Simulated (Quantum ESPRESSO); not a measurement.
## MnSe: energy against a fixed spin moment

Aim: the energy of MnSe as a function of the total spin moment of its primitive cell.

Method: PBEsol with U = 2.4 eV on Mn d (ortho-atomic projectors); plane waves with GBRV 1.5 PBE potentials, no spin-orbit coupling, in Quantum ESPRESSO 7.5.

### 1. The starting structure

Symmetry: P6_3/mmc, No. 194, hexagonal system. Conventional cell: a = 3.859 Å, b = 3.859 Å, c = 5.972 Å, α = 90.00°, β = 90.00°, γ = 120.00°. Mn has 6 Se at 2.68 Å and 2 Mn at 2.99 Å nearest. Se has 6 Mn at 2.68 Å nearest. Farther neighbours and most contacts between anions are not listed.

Coordinates:

```cif
data_structure
_symmetry_space_group_name_H-M 'P6_3/mmc'
_symmetry_Int_Tables_number 194
_cell_length_a 3.8594
_cell_length_b 3.8594
_cell_length_c 5.9724
_cell_angle_alpha 90.000
_cell_angle_beta 90.000
_cell_angle_gamma 120.000
_cell_volume 77.04
loop_
_atom_site_label
_atom_site_type_symbol
_atom_site_symmetry_multiplicity
_atom_site_Wyckoff_symbol
_atom_site_fract_x
_atom_site_fract_y
_atom_site_fract_z
_atom_site_occupancy
Mn1 Mn 2 a 0.00000 0.00000 0.00000 1
Se1 Se 2 d 0.66667 0.33333 0.25000 1
```

The cell comes from Materials Project 2023-11-01, a database of computed structures, and need not be the stable phase.

### 2. The free run

Input file pw.in:

```
&CONTROL
  calculation = 'scf'
  prefix = 'pwscf'
  outdir = './tmp'
  pseudo_dir = './pseudo'
  disk_io = 'nowf'
/
&SYSTEM
  ibrav = 0
  celldm(1) = 8
  nat = 4
  ntyp = 2
  ecutwfc = 40
  ecutrho = 400
  nbnd = 34
  input_dft = 'pbesol'
  occupations = 'smearing'
  smearing = 'fd'
  degauss = 0.00734986
  nspin = 2
  starting_magnetization(1) = 0.3
  starting_magnetization(2) = 0
/
&ELECTRONS
  conv_thr = 8d-09
  electron_maxstep = 150
  mixing_beta = 0.3
  diagonalization = 'paro'
/
ATOMIC_SPECIES
Mn     54.9380 mn_pbe_v1.5.uspp.F.UPF
Se     78.9710 se_pbe_v1.uspp.F.UPF
CELL_PARAMETERS alat
   0.9116439918856    0.0000000000000    0.0000000000000
  -0.4558219959310    0.7895068561713    0.0000000000000
   0.0000000000000    0.0000000000000    1.4107776367128
ATOMIC_POSITIONS crystal
Mn      0.0000000000    0.0000000000    0.0000000000
Mn      0.0000000000    0.0000000000    0.5000000000
Se      0.6666666700    0.3333333300    0.2500000000
Se      0.3333333300    0.6666666700    0.7500000000
K_POINTS automatic
6 6 6 0 0 0
HUBBARD {ortho-atomic}
U Mn-3d 2.4000
```

Launch:

```sh
OMP_NUM_THREADS=1 mpirun -n 2 pw.x -nk 2 -in pw.in > pw.out
```

Output:

```text
Program PWSCF v.7.5 starts

     IMPORTANT: XC functional enforced from input :
     Exchange-correlation= PBESOL
                           (   1   4  10   8   0   0   0)
     Any further DFT definition will be discarded
     Please, verify this is what you really want

     Message from routine setup:
     using ibrav=0 with symmetry is DISCOURAGED, use correct ibrav instead

     K-points division:     npool     =       2
     Subspace diagonalization in iterative solution of the eigenvalue problem:

     G-vector sticks info
     --------------------
     sticks:   dense  smooth     PW     G-vecs:    dense   smooth      PW
     Sum        1483     583    169                70253    17703    2917

     Using Slab Decomposition

     bravais-lattice index     =            0
     lattice parameter (alat)  =       8.0000  a.u.
     unit-cell volume          =     519.8879 (a.u.)^3
     number of atoms/cell      =            4
     number of atomic types    =            2
     number of electrons       =        42.00
     number of Kohn-Sham states=           34
     kinetic-energy cutoff     =      40.0000  Ry
     charge density cutoff     =     400.0000  Ry
     scf convergence threshold =      8.0E-09
     mixing beta               =       0.3000
     number of iterations used =            8  plain     mixing
     Exchange-correlation= PBESOL
                           (   1   4  10   8   0   0   0)
     Hubbard projectors: ortho-atomic
     Hubbard parameters of DFT+U (Dudarev formulation) in eV:
     U(Mn-3d) =  2.4000

     Internal variables: lda_plus_u =T, lda_plus_u_kind = 0

     Internal variables: orbital_resolved =F, hub_pot_fix =F, apply_U = F

     celldm(1)=   8.000000  celldm(2)=   0.000000  celldm(3)=   0.000000
     celldm(4)=   0.000000  celldm(5)=   0.000000  celldm(6)=   0.000000

     crystal axes: (cart. coord. in units of alat)
               a(1) = (   0.911644   0.000000   0.000000 )
               a(2) = (  -0.455822   0.789507   0.000000 )
               a(3) = (   0.000000   0.000000   1.410778 )

     reciprocal axes: (cart. coord. in units 2 pi/alat)
               b(1) = (  1.096919  0.633307 -0.000000 )
               b(2) = (  0.000000  1.266613  0.000000 )
               b(3) = (  0.000000 -0.000000  0.708829 )

     PseudoPot. # 1 for Mn read from file:
     mn_pbe_v1.5.uspp.F.UPF
     Pseudo is Ultrasoft + core correction, Zval = 15.0
     Generated by new atomic code, or converted to UPF format
     Using radial grid of  859 points,  6 beta functions with:
                l(1) =   0
                l(2) =   0
                l(3) =   1
                l(4) =   1
                l(5) =   2
                l(6) =   2
     Q(r) pseudized with  8 coefficients,  rinner =    0.950   0.950   0.950
                                                       0.950   0.950

     PseudoPot. # 2 for Se read from file:
     se_pbe_v1.uspp.F.UPF
     Pseudo is Ultrasoft + core correction, Zval =  6.0
     Generated by new atomic code, or converted to UPF format
     Using radial grid of  877 points,  6 beta functions with:
                l(1) =   0
                l(2) =   0
                l(3) =   1
                l(4) =   1
                l(5) =   2
                l(6) =   2
     Q(r) pseudized with  8 coefficients,  rinner =    1.300   1.300   1.300
                                                       1.300   1.300

     atomic species   valence    mass     pseudopotential
     Mn               15.00    54.93800     Mn( 1.00)
     Se                6.00    78.97100     Se( 1.00)

     Starting magnetic structure
     atomic species   magnetization
     Mn              0.300
     Se              0.000

     24 Sym. Ops., with inversion, found (12 have fractional translation)

   Cartesian axes

     site n.     atom                  positions (alat units)
         1        Mn     tau(   1) = (   0.0000000   0.0000000   0.0000000  )
         2        Mn     tau(   2) = (   0.0000000   0.0000000   0.7053888  )
         3        Se     tau(   3) = (   0.4558220   0.2631689   0.3526944  )
         4        Se     tau(   4) = (  -0.0000000   0.5263379   1.0580832  )

     number of k points=    28  Fermi-Dirac smearing, width (Ry)=  0.0073
                       cart. coord. in units 2pi/alat
        k(    1) = (   0.0000000   0.0000000   0.0000000), wk =   0.0046296
        k(    2) = (   0.0000000   0.0000000   0.1181382), wk =   0.0092593
        k(    3) = (   0.0000000   0.0000000   0.2362763), wk =   0.0092593
        k(    4) = (   0.0000000   0.0000000  -0.3544145), wk =   0.0046296
        k(    5) = (   0.0000000   0.2111022   0.0000000), wk =   0.0277778
        [... 23 further k-points ...]

     Dense  grid:    70253 G-vectors     FFT dimensions: (  48,  48,  72)

     Smooth grid:    17703 G-vectors     FFT dimensions: (  30,  30,  48)

     Check: negative core charge=   -0.000017
     Generating pointlists ...
     new r_m :   0.2614 (alat units)  2.0908 (a.u.) for type    1
     new r_m :   0.2614 (alat units)  2.0908 (a.u.) for type    2

     Initial potential from superposition of free atoms

     starting charge      40.9997, renormalised to      42.0000

     STARTING HUBBARD OCCUPATIONS:

     =================== HUBBARD OCCUPATIONS ===================
     ------------------------ ATOM    1 ------------------------
     Tr[ns(  1)] (up, down, total) =   5.00000  0.00000  5.00000
     Atomic magnetic moment for atom   1 =   5.00000
     [... lines left out ...]
     ------------------------ ATOM    2 ------------------------
     Tr[ns(  2)] (up, down, total) =   5.00000  0.00000  5.00000
     Atomic magnetic moment for atom   2 =   5.00000
     [... lines left out ...]
     Number of occupied Hubbard levels =   10.0000

     Atomic wfc used for Hubbard projectors are orthogonalized

     Starting wfcs are   34 randomized atomic wfcs

     Self-consistent Calculation

     iteration #  1     ecut=    40.00 Ry     beta= 0.30
     ParO style diagonalization
     ethr =  1.00E-02,  avg # of iterations =  6.0

     =================== HUBBARD OCCUPATIONS ===================
     ------------------------ ATOM    1 ------------------------
     Tr[ns(  1)] (up, down, total) =   4.76370  0.21033  4.97403
     Atomic magnetic moment for atom   1 =   4.55337
     [... lines left out ...]
     ------------------------ ATOM    2 ------------------------
     Tr[ns(  2)] (up, down, total) =   4.76370  0.21033  4.97403
     Atomic magnetic moment for atom   2 =   4.55337
     [... lines left out ...]
     Number of occupied Hubbard levels =    9.9481

     total energy              =    -508.13210493 Ry
     estimated scf accuracy    <       1.20114755 Ry

     total magnetization       =     9.75 Bohr mag/cell
     absolute magnetization    =     9.75 Bohr mag/cell

     iteration #  2     ecut=    40.00 Ry     beta= 0.30
     ParO style diagonalization
     ethr =  2.86E-03,  avg # of iterations =  4.1

     total energy              =    -508.38614846 Ry
     estimated scf accuracy    <       0.04094577 Ry

     total magnetization       =     9.67 Bohr mag/cell
     absolute magnetization    =     9.67 Bohr mag/cell

     iteration #  3     ecut=    40.00 Ry     beta= 0.30
     ParO style diagonalization
     ethr =  9.75E-05,  avg # of iterations =  3.5

     negative rho (up, down):  0.000E+00 5.513E-04

     total energy              =    -508.39957497 Ry
     estimated scf accuracy    <       0.01630433 Ry

     total magnetization       =     9.75 Bohr mag/cell
     absolute magnetization    =     9.75 Bohr mag/cell

     [... further iterations left out ...]

     iteration #  7     ecut=    40.00 Ry     beta= 0.30
     ParO style diagonalization
     ethr =  1.22E-08,  avg # of iterations =  5.3

     negative rho (up, down):  0.000E+00 6.853E-04

     total energy              =    -508.40092462 Ry
     estimated scf accuracy    <       0.00000062 Ry

     total magnetization       =     9.81 Bohr mag/cell
     absolute magnetization    =     9.81 Bohr mag/cell

     iteration #  8     ecut=    40.00 Ry     beta= 0.30
     ParO style diagonalization
     ethr =  1.48E-09,  avg # of iterations =  5.1

     negative rho (up, down):  0.000E+00 6.847E-04

     total energy              =    -508.40092492 Ry
     estimated scf accuracy    <       0.00000014 Ry

     total magnetization       =     9.81 Bohr mag/cell
     absolute magnetization    =     9.81 Bohr mag/cell

     iteration #  9     ecut=    40.00 Ry     beta= 0.30
     ParO style diagonalization
     ethr =  3.39E-10,  avg # of iterations =  4.8

     negative rho (up, down):  0.000E+00 6.845E-04

     total energy              =    -508.40092501 Ry
     estimated scf accuracy    <          9.0E-09 Ry

     total magnetization       =     9.81 Bohr mag/cell
     absolute magnetization    =     9.81 Bohr mag/cell

     iteration # 10     ecut=    40.00 Ry     beta= 0.30
     ParO style diagonalization
     ethr =  2.14E-11,  avg # of iterations =  5.1

     negative rho (up, down):  0.000E+00 6.839E-04

     Magnetic moment per site  (integrated on atomic sphere of radius R)
     atom   1 (R=0.261)  charge= 13.3322  magn=  4.4036
     atom   2 (R=0.261)  charge= 13.3322  magn=  4.4036
     atom   3 (R=0.261)  charge=  4.2961  magn=  0.1269
     atom   4 (R=0.261)  charge=  4.2961  magn=  0.1269

     End of self-consistent calculation

     =================== HUBBARD OCCUPATIONS ===================
     ------------------------ ATOM    1 ------------------------
     Tr[ns(  1)] (up, down, total) =   4.94691  0.38199  5.32890
     Atomic magnetic moment for atom   1 =   4.56491
     [... lines left out ...]
     ------------------------ ATOM    2 ------------------------
     Tr[ns(  2)] (up, down, total) =   4.94691  0.38199  5.32890
     Atomic magnetic moment for atom   2 =   4.56491
     [... lines left out ...]
     Number of occupied Hubbard levels =   10.6578

     [... lines left out ...]
     the Fermi energy is    10.2494 ev

!    total energy              =    -508.40092505 Ry
     estimated scf accuracy    <          8.7E-10 Ry
     smearing contrib. (-TS)   =      -0.00231172 Ry
     internal energy E=F+TS    =    -508.39861332 Ry

     The total energy is F=E-TS. E is the sum of the following terms:
     one-electron contribution =    -281.24421109 Ry
     hartree contribution      =     155.65368182 Ry
     xc contribution           =    -111.77820210 Ry
     ewald contribution        =    -271.09967684 Ry
     Hubbard energy            =       0.06979490 Ry

     total magnetization       =     9.81 Bohr mag/cell
     absolute magnetization    =     9.81 Bohr mag/cell

     convergence has been achieved in  10 iterations

=------------------------------------------------------------------------------=
   JOB DONE.
=------------------------------------------------------------------------------=
```

Elapsed: 82 s, on 2 MPI ranks of Arm Neoverse V1, shared host; peak memory 0.39 GiB; 2.7 min of CPU time.

Spin moment in the atom's sphere by atom:

```csv
atom,spin moment in the atom's sphere (μB)
Mn1,4.40
Mn2,4.40
Se3,0.13
Se4,0.13
```

Numbers from this step:

```
smearing term TS       : 0.03145 eV
magnetization          : 9.806 μB
absolute magnetization : 9.806 μB
final state            : ferromagnetic
```

### 3. Moment fixed at 0 μB

The two spin channels are filled to separate Fermi energies, so that the total moment meets the target. Half of the up one less the down one is the slope dE/dM.

pw.in, as its differences from that of step 2:

```diff
@@ -14,3 +14,3 @@
   ecutrho = 400
-  nbnd = 34
+  nbnd = 36
   input_dft = 'pbesol'
@@ -20,4 +20,5 @@
   nspin = 2
-  starting_magnetization(1) = 0.3
+  starting_magnetization(1) = 0.015
   starting_magnetization(2) = 0
+  tot_magnetization = 0
 /
```

Output:

```text
     [... lines left out ...]
Program PWSCF v.7.5 starts
     [... lines left out ...]
     number of atoms/cell      =            4
     [... lines left out ...]
     number of electrons       =        42.00 (up:  21.00, down:  21.00)
     number of Kohn-Sham states=           36
     kinetic-energy cutoff     =      40.0000  Ry
     charge density cutoff     =     400.0000  Ry
     scf convergence threshold =      8.0E-09
     [... lines left out ...]
     24 Sym. Ops., with inversion, found (12 have fractional translation)
     [... lines left out ...]
     number of k points=    28  Fermi-Dirac smearing, width (Ry)=  0.0073
     [... lines left out ...]
     iteration # 21     ecut=    40.00 Ry     beta= 0.30
     [... lines left out ...]
     Magnetic moment per site  (integrated on atomic sphere of radius R)
     atom   1 (R=0.261)  charge= 13.4496  magn= -0.0002
     atom   2 (R=0.261)  charge= 13.4496  magn= -0.0002
     atom   3 (R=0.261)  charge=  4.1593  magn=  0.0001
     atom   4 (R=0.261)  charge=  4.1593  magn=  0.0001
     [... lines left out ...]
     Tr[ns(  1)] (up, down, total) =   2.90598  2.90615  5.81212
     [... lines left out ...]
     Tr[ns(  2)] (up, down, total) =   2.90598  2.90615  5.81212
     [... lines left out ...]
     the spin up/dw Fermi energies are     9.0938    9.0939 ev
!    total energy              =    -507.96674923 Ry
     estimated scf accuracy    <          6.8E-09 Ry
     smearing contrib. (-TS)   =      -0.00817235 Ry
     [... lines left out ...]
     total magnetization       =     0.00 Bohr mag/cell
     absolute magnetization    =     0.00 Bohr mag/cell
     convergence has been achieved in  21 iterations
```

Wall time 2.3 min (2 MPI ranks); peak memory 0.46 GiB; 4.5 min of CPU time.

Read from the output:

| Quantity | Value |
| --- | --- |
| magnetization | 0 μB |
| absolute magnetization | 0 μB |
| half the difference of the two Fermi energies | 0 meV |
| largest moment | 0 μB |

(Part 1 of 2 ends here.)

[Logs and program files are shortened in this print: banners, set-up blocks, solver, clock and traceback lines can be left out without a mark of their own.]

[Logs are printed without paths, hosts, clocks, repeated set-up lines and the standing remarks that a program may print on its own settings, such as how far it seeks lower states.]

[Hosts, paths, dates, database ids (printed as entryN), source tags and the programs' standing remarks are cut or masked in the printed files.]

[Where a cell is said to come from a database of computed structures, the database is the Materials Project.]
